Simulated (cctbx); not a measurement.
# Diagnosing a refinement

Cell a = 4.1470 Å, b = 4.1470 Å, c = 49.9800 Å, α = 90.00°, β = 90.00°, γ = 120.00°; space group R-3m (no. 166). The compound is Zn2SnPb2Se2S3.

The data are simulated with cctbx, not measured: Cu Kα, λ = 1.54184 Å, to d = 0.83 Å, 70 % of the full sphere, strongest reflection 40000 counts, noise from counting, a 3 % proportional error and a noise floor of 2 counts (s.d.); no absorption, and some extinction, which the refinements don't model.

An anisotropic refinement with weights 1/σ² prints:

```text
Rint 0.024, 221 unique reflections to 0.83 A
cycle     R1     wR2    GooF  max shift (A)
   1  0.0772  0.1796   8.595   0.00166
   2  0.0451  0.1040   4.979   0.00004
final R1 0.0451 wR2 0.1040 GooF 4.979  parameters 16  data/parameter 13.8
atom        x        y        z      Ueq    occ   su(xyz)  su(Uiso or U11)
Pb1    0.33333  0.66667  0.06598   0.0096  1.000  0.00002  0.0006
Sn1    0.00000  0.00000  0.00000   0.0124  1.000  0.00000  0.0009
Se1    0.00000  0.00000  0.30070   0.0140  1.000  0.00005  0.0011
Ti1    0.66667  0.33333  0.13386  -0.0008  1.000  0.00006  0.0014  NPD
S1     0.66667  0.33333  0.23325   0.0225  1.000  0.00012  0.0028
S2     0.33333  0.66667  0.16667   0.0240  1.000  0.00000  0.0034
difference map: max 7.71 min -1.26 rms 0.77
Q1    0.0000  0.0000  0.1977    6    7.72  0.09 A from Ti1
Q2    0.0000  0.0000  0.4017    6    6.64  0.12 A from Pb1
Q3    0.0000  0.0000  0.0000    3    5.40  0.00 A from Sn1
Q4    0.0000  0.0000  0.5000    3    2.41  0.00 A from S2
Q5    0.0000  0.0000  0.0974    6    1.68  0.14 A from S1
Q6    0.0000  0.0000  0.3077    6    1.64  0.35 A from Se1
```

Q: Accept it or mend it, and why?

Mend it. The fault: wrong element: Ti1 is Zn. Against the right model at the same level, R1 goes from 0.0089 to 0.0451 and GooF from 0.96 to 4.98, U of Ti1 shrinks from 0.0185 to -0.0008 Å², U of Pb1 shrinks from 0.0136 to 0.0096 Å², the top difference peak, 7.7 e/Å³, lies on Ti1 and Ti1 goes non-positive-definite. Ti1 has 8 electrons too few and its U shrinks to make up, as expected.

The compound is Zn2SnPb2Se2S3. The right model at the same level gives:

```text
Rint 0.024, 221 unique reflections to 0.83 A
cycle     R1     wR2    GooF  max shift (A)
   1  0.0089  0.0205   0.983   0.00023
   2  0.0089  0.0202   0.964   0.00000
final R1 0.0089 wR2 0.0202 GooF 0.964  parameters 16  data/parameter 13.8
atom        x        y        z      Ueq    occ   su(xyz)  su(Uiso or U11)
Pb1    0.33333  0.66667  0.06600   0.0136  1.000  0.00000  0.0001
Sn1    0.00000  0.00000  0.00000   0.0159  1.000  0.00000  0.0002
Se1    0.00000  0.00000  0.30071   0.0179  1.000  0.00001  0.0002
Zn1    0.66667  0.33333  0.13388   0.0185  1.000  0.00001  0.0003
S1     0.66667  0.33333  0.23328   0.0246  1.000  0.00002  0.0005
S2     0.33333  0.66667  0.16667   0.0252  1.000  0.00000  0.0006
difference map: max 0.34 min -0.59 rms 0.10
Q1    0.0000  0.0000  0.1670    6    0.36  1.62 A from Zn1
Q2    0.0000  0.0000  0.1354    6    0.33  1.76 A from S1
Q3    0.0000  0.0000  0.4300    6    0.32  1.53 A from Pb1
Q4    0.0826  0.1652  0.3274   18    0.31  1.46 A from Se1
Q5    0.0582  0.5291  0.0665   18    0.28  0.99 A from Pb1
Q6    0.0119  0.5059  0.2261   18    0.27  1.29 A from S1
```

This is a model crystal, built by substitution and not relaxed, with assumed displacement parameters.

[Middle refinement cycles are left out of these outputs.]

[Logs are printed without paths, hosts, clocks, repeated set-up lines and the standing remarks that a program may print on its own settings, such as how far it seeks lower states.]
